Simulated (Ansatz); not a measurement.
## NaFeN (P6_3mc): G0W0 under other settings

Aim: change settings of a G0W0 run on NaFeN (P6_3mc) and see what moves.

Method: G0W0 on PBE, plane waves, PAW; PAW set soft_1, in Ansatz 0.2.0.

In doubt: one-shot GW on d or f shells is unsure, so the values of those runs are not to be relied on.

## Step 1: The structure

The structure is hexagonal, space group P6_3mc (No. 186). Conventional cell: a = 2.979 Å, b = 2.979 Å, c = 9.678 Å, α = 90.00°, β = 90.00°, γ = 120.00°. Nearest to Na lie 4 N at 2.55 to 2.95 Å and 3 Fe at 2.91 Å and 6 Na at 2.98 Å. Fe has 3 N at 1.78 Å nearest. Nearest to N lie 3 Fe at 1.78 Å and 4 Na at 2.55 to 2.95 Å. Farther neighbours and most contacts between anions are not listed.

The cell and positions are those that the Materials Project relaxed with its own functionals (PBE, PBE+U or r2SCAN), kept fixed.

## Step 2: The base run: 6×6×2 mesh, 168 empty bands, screening to 100 eV, PAW set soft_1 files

Now the one-shot GW correction: screening in the RPA, then the self-energy of the levels asked for. This step takes PAW set soft_1 files.

input.yaml

```yaml
crystal:
  lattice:
    - [2.9791986867, 0.0, 0.0]
    - [-1.4895993434, 2.5800617456, 0.0]
    - [0.0, 0.0, 9.67759076]
  atoms:
    - { symbol: Na, position: [0.66666667, 0.33333333, 0.76069016] }
    - { symbol: Na, position: [0.33333333, 0.66666667, 0.26069016] }
    - { symbol: Fe, position: [0.0, 0.0, 0.51816637] }
    - { symbol: Fe, position: [0.0, 0.0, 0.01816637] }
    - { symbol: "N", position: [0.33333333, 0.66666667, 0.56578347] }
    - { symbol: "N", position: [0.66666667, 0.33333333, 0.06578347] }
kpoints:
  mp_grid: { grid: [6, 6, 2] }
hamiltonian:
  xc: pbe
  pseudopotentials: { kind: paw, azcp: { folder: soft_1 } }
scf:
  occupations: { method: fixed }
gw:
  n_empty_bands: 168
  ecut_chi: 100
  qp_bands: [v2, c2]
  qp_kpoints: band_edges
  screening: { model: contour_deformation }
```

On the command line:

```sh
$ ansatz run input.yaml --threads 2 --pin off --max-ram 92160MiB --backend cuda --events-out ev --progress --plain --runs-dir out --devices 1 --max-vram 13GiB
```

Numbers of over 12 decimals in the logs are rounded to 6 here.

The log of the run:

```text
GPUs: using 1 of 1 available (devices: 1).
Engine: ansatz 0.2.0, x86_64-unknown-linux-gnu
Pseudopotentials: kind: paw
Pseudopotential: Na, paw, valence charge 9, recommended cutoff 420 eV (normal), soft_1/Na.paw.azcp
Pseudopotential: Fe, paw, valence charge 16, recommended cutoff 420 eV (normal), soft_1/Fe.paw.azcp
Pseudopotential: N, paw, valence charge 5, recommended cutoff 420 eV (normal), soft_1/N.paw.azcp
Functional definition: PBE
  parameter kappa = 0.804
  parameter beta = 0.066725
  exchange = pbe_x(kappa = kappa, mu = beta*pi^2/3)
  correlation = pbe_c(beta = beta)
device memory: the entry about to start is reckoned to put 1.0 GiB on a device that reports 45.6 GiB free (of which the cap on the GPU budget leaves the run 13.0 GiB)
GPU FFT provider: cuFFT
GPU libraries: cuBLAS 13.8.2, cuFFT 12.4.0, cuSOLVER 12.3.4
Crystal: 6 atoms, lattice volume = 74.387 Å³
Basis set: ecut = 420 eV, 1401 PW (Γ)
Bands: 36, of which v1, the nominal top of the filled ones, is band 30 counted from 1 (29 counted from 0)
Symmetry: 12 space group operations
Space group: P63mc (ITA 186), of the structure as read, at distance tolerance 4.2e-5 Å
k-points: 14 of 72
Non-local potential: Na, projectors of the file, l = 0: 3, l = 1: 2, l = 2: 1
Non-local potential: Fe, projectors of the file, l = 0: 3, l = 1: 2, l = 2: 3, l = 3: 1
Non-local potential: N, projectors of the file, l = 0: 2, l = 1: 2, l = 2: 1
PAW form: soft (Blöchl's): semilocal exchange-correlation on the pseudo side does not see the compensation charge
PAW one-centre angular grid: Na, 110 points (default); XC on 64 Gauss nodes
PAW one-centre angular grid: Fe, 590 points (default); XC on 64 Gauss nodes
PAW one-centre angular grid: N, 110 points (default); XC on 64 Gauss nodes
Initial density: superposition of atomic densities (chi_scale 0.1, normalization cell, long waves kept (reshape's long-wave potential 0.09 eV rms))
Initial wavefunctions: pseudopotential atomic-orbital guess
GPU buffer pool allocated for 28800 grid points (all kernels)
GPU transforms: local potential and band sums: pruned to the plane-wave sphere, on 20×20×72
Functional: x = pbe(κ = 0.804, μ = 0.219515), c = pbe(β = 0.066725)
SCF iter   1: F=—  HF=-12703.154675 eV  |F-HF|=—  |Δ(HF+E_count)|=         —  Δρ=8.00e-2  dr2=2.84e0  ethr=3.10e-3  ⟨swp⟩=4.0  Hψ=1466  notcnv=0  defer=27
preconditioner: auto → Resta (q_TF=auto, 2.632 Å⁻¹)  ε∞=5.1  [insulator: Δε(μ)=0.298 eV  Ē_g=13.390 eV  n_scr=26 (ndim 8)  ℏωp=27.2 eV  f_vac=0.000  ε∞_Penn≈5.1]
SCF iter   2: F=—  HF=-12702.767542 eV  |F-HF|=—  |Δ(HF+E_count)|=   3.87e-1  Δρ=7.51e-2  dr2=3.34e0  ethr=3.10e-3  ⟨swp⟩=2.6  Hψ=964  notcnv=0  defer=40
[...]
k-point 13: bands = [... 26 lower, 9.0497, 9.0497, 9.5778, 9.5778, 10.2607, 10.2607, 11.2590, 11.2590, ... 2 higher]
--- G₀W₀: contour deformation, 8 samples at zero and on the imaginary axis and 1 off it, 72 q-points, 168 empty bands' worth ---
  eigenvalues of the whole cell's RPA ε∞ on this k-mesh (on a slab, of 1 + 4πα/V) = 6.0406, 33.7528, 33.7528; static W/v taken at q = 0 is 0.027015
  bands read: the sum over 198 bands ends inside a degenerate multiplet in 2 slots, whose members it reads at an even weight; the widest, k=1: bands 197 to 200 (counted from 1) at 2/4 each
  gw.qp_kpoints: band_edges: 14 of 14 stored k-points solved, in 1 pass; an edge of the gap read off the rows below is read off those points alone
  `?` marks the rows in doubt; gw_qp.tsv's column doubts and the gw_qp event give each row's grounds
    ik  band        ε_KS         Σx   Σc(E_QP)       V_xc       Z   E_QP_lin       E_QP  E_QP is
     0    29      9.2960   -34.4780     4.9504   -30.3167  0.5763    10.0502    10.0852  root ?
     0    30      9.2960   -34.4780     4.9504   -30.3167  0.5763    10.0502    10.0852  root ?
     0    31     11.7577   -21.8950    -2.8217   -25.4701  0.6528    12.4952    12.5111  root
     0    32     12.4722   -13.2982    -4.0838   -17.7984  0.6614    12.8974    12.8886  root
     1    29      9.2938   -34.4654     4.9496   -30.3041  0.5760    10.0468    10.0822  root ?
     1    30      9.2938   -34.4654     4.9496   -30.3041  0.5760    10.0468    10.0822  root ?
     1    31     12.0136   -18.6657    -3.3737   -22.6242  0.6600    12.6353    12.5985  root
     1    32     12.0136   -18.6657    -3.3737   -22.6242  0.6600    12.6353    12.5985  root
     2    29      9.2779   -31.2024     4.2136   -27.6665  0.5903     9.9296     9.9556  root ?
     2    30      9.5448   -30.9226     3.8242   -27.7658  0.6062    10.1932    10.2124  root
     2    31     11.8944   -20.7018    -3.0437   -24.3716  0.6542    12.5705    12.5205  root
     2    32     12.3510   -15.8152    -4.2301   -20.5593  0.6596    12.8840    12.8649  root
     3    29      9.4393   -31.1444     4.0052   -27.8149  0.6000    10.0929    10.1150  root
[...]
6    29      9.3253   -34.6037     4.6692   -30.7409  0.5866    10.1021    10.1318  root ?
     6    30      9.3258   -34.5966     4.6594   -30.7429  0.5867    10.1020    10.1317  root ?
[...]
7    29      9.3255   -34.6000     4.6642   -30.7419  0.5866    10.1020    10.1317  root ?
[...]
10    29      9.2263   -32.9300     4.3092   -29.3779  0.5872     9.9528     9.9835  root ?
    10    30      9.2408   -32.5926     4.2930   -29.0397  0.5893     9.9519     9.9809  root ?
[...]
11    29      9.2328   -32.7092     4.2743   -29.1821  0.5882     9.9502     9.9801  root ?
    11    30      9.2328   -32.7092     4.2743   -29.1821  0.5882     9.9502     9.9801  root ?
[...]
13    29      9.5778   -29.9869     3.6972   -26.9029  0.6151    10.1757    10.1909  root
    13    30      9.5778   -29.9869     3.6972   -26.9029  0.6151    10.1757    10.1909  root
    13    31     10.2607   -24.8420    -3.5667   -29.3675  0.6233    11.2307    11.2195  root
    13    32     10.2607   -24.8420    -3.5667   -29.3675  0.6233    11.2307    11.2195  root
[key lines of the parts left out:]
SCF converged after 10 iterations
Free energy (F): -12702.303056 eV
Fermi energy:    9.924069 eV
```

Run time: 17 s. Hardware: 1 × NVIDIA H100 80GB HBM3 (shared by 6 runs) with 2 threads of AMD EPYC 7R13 (Zen 3), shared host; peak memory 1.2 GiB; 21 s of CPU time.

The column dr2 measures how far the density is from self-consistency, as an energy; F and HF (Harris–Foulkes) agree once it is small.

Numbers from this step:

- bands summed: 198
- RPA ε∞ on this mesh (eigenvalues): 6.041, 33.75, 33.75
- plane waves in the screening matrix: 177
- q-points in the mesh: 72
- G0W0 gap on the mesh: 0.7212 eV
- k of the valence top: 0.1667, 0.1667, 0
- k of the conduction bottom: 0.3333, 0.3333, -0.5
- starting gap on the mesh: 0.3366 eV
- Z at the valence top: 0.6371
- Z at the conduction bottom: 0.6233
- least direct G0W0 gap on the computed points: 1.026 eV

The gap on the mesh goes from 0.34 eV to 0.72 eV, a correction of +0.38 eV. Between the two edge states, bare exchange in place of the xc potential would open the gap by 6.34 eV, and correlation takes back 5.96 eV.

## Step 3: Variant: larger pair-density box

input.yaml: that of step 2 with these lines changed.

```diff
@@ -25 +25,2 @@
   screening: { model: contour_deformation }
+  ecutfock_ratio: 2
```

The log of the run:

```text
GPUs: using 1 of 1 available (devices: 1).
[...]
GPU FFT provider: cuFFT
GPU libraries: cuBLAS 13.8.2, cuFFT 12.4.0, cuSOLVER 12.3.4
Crystal: 6 atoms, lattice volume = 74.387 Å³
Basis set: ecut = 420 eV, 1401 PW (Γ)
Bands: 36, of which v1, the nominal top of the filled ones, is band 30 counted from 1 (29 counted from 0)
[... 1 set-up line as in the run before ...]
[...]
k-points: 14 of 72
[...]
GPU buffer pool allocated for 28800 grid points (all kernels)
[...]
SCF iter   1: F=—  HF=-12703.154675 eV  |F-HF|=—  |Δ(HF+E_count)|=         —  Δρ=8.00e-2  dr2=2.84e0  ethr=3.10e-3  ⟨swp⟩=4.0  Hψ=1466  notcnv=0  defer=27
[...]
SCF iter  10: F=-12702.303056 eV  HF=-12702.303056 eV  |F-HF|=4.63e-8  |Δ(HF+E_count)|=   3.28e-8  Δρ=8.97e-6  dr2=4.89e-8  ethr=1.67e-10  ⟨swp⟩=7.9  Hψ=1528  notcnv=0
SCF 1 converged in 10 iterations: F = -12702.303056 eV  dr2 = 4.89e-8
[...]
NSCF: frozen V_eff on 14 k-points
[...]
G₀W₀ screening: q 1/14
[... further progress lines ...]
SCF converged after 10 iterations
Free energy (F): -12702.303056 eV
[...]
Internal energy: -12702.303056 eV  (E = F + TS)
E sigma→0 (E₀):  -12702.303056 eV
Fermi energy:    9.924069 eV
[...]
--- Band table (eV; the first three rows and the last of 14) ---
  k-point 0: bands = [... 26 lower, 9.2915, 9.2915, 9.2960, 9.2960, 11.7577, 12.4722, 14.0567, 14.0567, ... 2 higher]
  k-point 1: bands = [... 26 lower, 9.2938, 9.2938, 9.2938, 9.2938, 12.0136, 12.0136, 14.0659, 14.0659, ... 2 higher]
[...]
1    29      9.2938   -34.4654     4.9496   -30.3041  0.5760    10.0468    10.0822  root ?
     1    30      9.2938   -34.4654     4.9496   -30.3041  0.5760    10.0468    10.0822  root ?
     1    31     12.0136   -18.6657    -3.3737   -22.6242  0.6600    12.6353    12.5985  root
     1    32     12.0136   -18.6657    -3.3737   -22.6242  0.6600    12.6353    12.5985  root
     2    29      9.2779   -31.2024     4.2136   -27.6665  0.5903     9.9296     9.9556  root ?
     2    30      9.5448   -30.9226     3.8242   -27.7658  0.6062    10.1932    10.2124  root
     2    31     11.8944   -20.7018    -3.0437   -24.3716  0.6542    12.5705    12.5205  root
     2    32     12.3510   -15.8152    -4.2301   -20.5593  0.6596    12.8840    12.8649  root
     3    29      9.4393   -31.1444     4.0052   -27.8149  0.6000    10.0929    10.1150  root
[...]
6    29      9.3253   -34.6037     4.6692   -30.7409  0.5866    10.1021    10.1318  root ?
     6    30      9.3258   -34.5966     4.6594   -30.7429  0.5867    10.1020    10.1317  root ?
[...]
7    29      9.3255   -34.6000     4.6642   -30.7419  0.5866    10.1020    10.1317  root ?
[...]
10    29      9.2263   -32.9300     4.3092   -29.3779  0.5872     9.9528     9.9835  root ?
    10    30      9.2408   -32.5926     4.2930   -29.0397  0.5893     9.9519     9.9809  root ?
[...]
11    29      9.2328   -32.7092     4.2743   -29.1821  0.5882     9.9502     9.9801  root ?
    11    30      9.2328   -32.7092     4.2743   -29.1821  0.5882     9.9502     9.9801  root ?
[...]
13    29      9.5778   -29.9869     3.6972   -26.9029  0.6151    10.1757    10.1909  root
    13    30      9.5778   -29.9869     3.6972   -26.9029  0.6151    10.1757    10.1909  root
    13    31     10.2607   -24.8420    -3.5667   -29.3675  0.6233    11.2307    11.2195  root
    13    32     10.2607   -24.8420    -3.5667   -29.3675  0.6233    11.2307    11.2195  root
```

The job ended after 18 s (1 × NVIDIA H100 80GB HBM3 (shared by 6 runs) with 2 threads; peak memory 1.2 GiB; 26 s of CPU time).

The G0W0 gap on the mesh is 0.721 eV.

Against the base:

```
       setting  base  variant
ecutfock ratio     -        2
```

```
                                    quantity  variant   base
                    starting gap on the mesh    0.337  0.337
                        G0W0 gap on the mesh    0.721  0.721
least direct G0W0 gap on the computed points    1.026  1.026
                        Z at the valence top    0.637  0.637
                  Z at the conduction bottom    0.623  0.623
```

## Step 4: Variant: coarser q mesh

input.yaml: that of step 3 with these lines changed.

```diff
@@ -25,2 +25,2 @@
   screening: { model: contour_deformation }
-  ecutfock_ratio: 2
+  q_mesh: [3, 3, 1]
```

The log of the run:

```text
GPUs: using 1 of 1 available (devices: 1).
[...]
GPU FFT provider: cuFFT
GPU libraries: cuBLAS 13.8.2, cuFFT 12.4.0, cuSOLVER 12.3.4
Crystal: 6 atoms, lattice volume = 74.387 Å³
Basis set: ecut = 420 eV, 1401 PW (Γ)
Bands: 36, of which v1, the nominal top of the filled ones, is band 30 counted from 1 (29 counted from 0)
[... 1 set-up line as in the run before ...]
[...]
k-points: 14 of 72
[...]
GPU buffer pool allocated for 28800 grid points (all kernels)
[...]
SCF iter   1: F=—  HF=-12703.154675 eV  |F-HF|=—  |Δ(HF+E_count)|=         —  Δρ=8.00e-2  dr2=2.84e0  ethr=3.10e-3  ⟨swp⟩=4.0  Hψ=1466  notcnv=0  defer=27
[...]
SCF iter  10: F=-12702.303056 eV  HF=-12702.303056 eV  |F-HF|=4.63e-8  |Δ(HF+E_count)|=   3.28e-8  Δρ=8.97e-6  dr2=4.89e-8  ethr=1.67e-10  ⟨swp⟩=7.9  Hψ=1528  notcnv=0
SCF 1 converged in 10 iterations: F = -12702.303056 eV  dr2 = 4.89e-8
[...]
G₀W₀ screening: q 1/3
[... further progress lines ...]
SCF converged after 10 iterations
Free energy (F): -12702.303056 eV
[...]
Internal energy: -12702.303056 eV  (E = F + TS)
E sigma→0 (E₀):  -12702.303056 eV
Fermi energy:    9.924069 eV
[...]
--- Band table (eV; the first three rows and the last of 14) ---
  k-point 0: bands = [... 26 lower, 9.2915, 9.2915, 9.2960, 9.2960, 11.7577, 12.4722, 14.0567, 14.0567, ... 2 higher]
  k-point 1: bands = [... 26 lower, 9.2938, 9.2938, 9.2938, 9.2938, 12.0136, 12.0136, 14.0659, 14.0659, ... 2 higher]
[...]
1    29      9.2938   -34.6667     5.1115   -30.3041  0.5708    10.0083    10.0427  root ?
     1    30      9.2938   -34.6667     5.1115   -30.3041  0.5708    10.0083    10.0427  root ?
     1    31     12.0136   -18.6389    -3.4249   -22.6242  0.6523    12.6176    12.5741  root
     1    32     12.0136   -18.6389    -3.4249   -22.6242  0.6523    12.6176    12.5741  root
     2    29      9.2779   -31.0422     4.0297   -27.6665  0.5857     9.9058     9.9321  root ?
     2    30      9.5448   -30.8210     3.7015   -27.7658  0.6006    10.1718    10.1913  root
     2    31     11.8944   -20.5327    -3.2463   -24.3716  0.6450    12.5455    12.4871  root ?
     2    32     12.3510   -15.5623    -4.5036   -20.5593  0.6426    12.8690    12.8443  root
     3    29      9.4393   -30.9885     3.8308   -27.8149  0.5958    10.0746    10.0966  root ?
     3    30      9.4393   -30.9885     3.8308   -27.8149  0.5958    10.0746    10.0966  root ?
     3    31     12.1149   -17.8836    -3.8195   -22.2414  0.6454    12.6901    12.6532  root
     3    32     12.1149   -17.8836    -3.8195   -22.2414  0.6454    12.6901    12.6532  root
[...]
10    29      9.2263   -33.2434     4.5652   -29.3779  0.5799     9.8964     9.9260  root ?
    10    30      9.2408   -32.8854     4.5313   -29.0397  0.5821     9.8986     9.9264  root ?
[...]
11    29      9.2328   -32.9863     4.4980   -29.1821  0.5817     9.8985     9.9267  root ?
    11    30      9.2328   -32.9863     4.4980   -29.1821  0.5817     9.8985     9.9267  root ?
[...]
13    29      9.5778   -30.5727     4.2334   -26.9029  0.6018    10.1245    10.1413  root
    13    30      9.5778   -30.5727     4.2334   -26.9029  0.6018    10.1245    10.1413  root
    13    31     10.2607   -24.4343    -3.9453   -29.3675  0.6085    11.2434    11.2486  root
    13    32     10.2607   -24.4343    -3.9453   -29.3675  0.6085    11.2434    11.2486  root
```

Run time: 17 s. Hardware: 1 × NVIDIA H100 80GB HBM3 (shared by 6 runs) with 2 threads; peak memory 1.1 GiB.

Against the base:

```csv
setting,base,variant
q mesh,-,"[3, 3, 1]"
```

```csv
quantity,variant,base
starting gap on the mesh,0.337,0.337
G0W0 gap on the mesh,0.804,0.721
least direct G0W0 gap on the computed points,1.106,1.026
Z at the valence top,0.623,0.637
Z at the conduction bottom,0.608,0.623
```

## Step 5: Results

```yaml
base: 0.72 eV, 17 s
larger_pair_density_box: 0.72 eV, 18 s
coarser_q_mesh: 0.80 eV, 17 s
```

Larger pair-density box: the gap moves by +0.00 eV. Coarser q mesh: the gap moves by +0.08 eV; such settings are too crude to quote. All runs here use a coarse mesh and modest cutoffs; they test settings and are not final values. The 6×6×2 mesh is coarse for this cell (its supercell is 18 Å along the shortest edge). The RPA ε∞ on it, from the PBE start, is 6.04 and 33.75; such meshes misread the long-range screening, most where the gap is narrow. The runs have no spin polarisation. For a closed low-spin shell that is the natural state; where a d or f shell is open it is a constraint, and the gap is then not the crystal's own. With d states at the gap, one-shot GW leans hard on its start.

[Paths, hosts, dates, memory and timing lines, banners, echoed tables and standing remarks are left out of the program output.]

[Logs are printed without paths, hosts, clocks, repeated set-up lines and the standing remarks that a program may print on its own settings, such as how far it seeks lower states.]

[Runs of the session that timed out or met a known fault of the program may be left out.]

[Cells called generated may have been cut or substituted from an entry of the Crystallography Open Database or the Materials Project.]

[Hosts, paths, dates, database ids (printed as entryN), source tags and the programs' standing remarks are cut or masked in the printed files.]
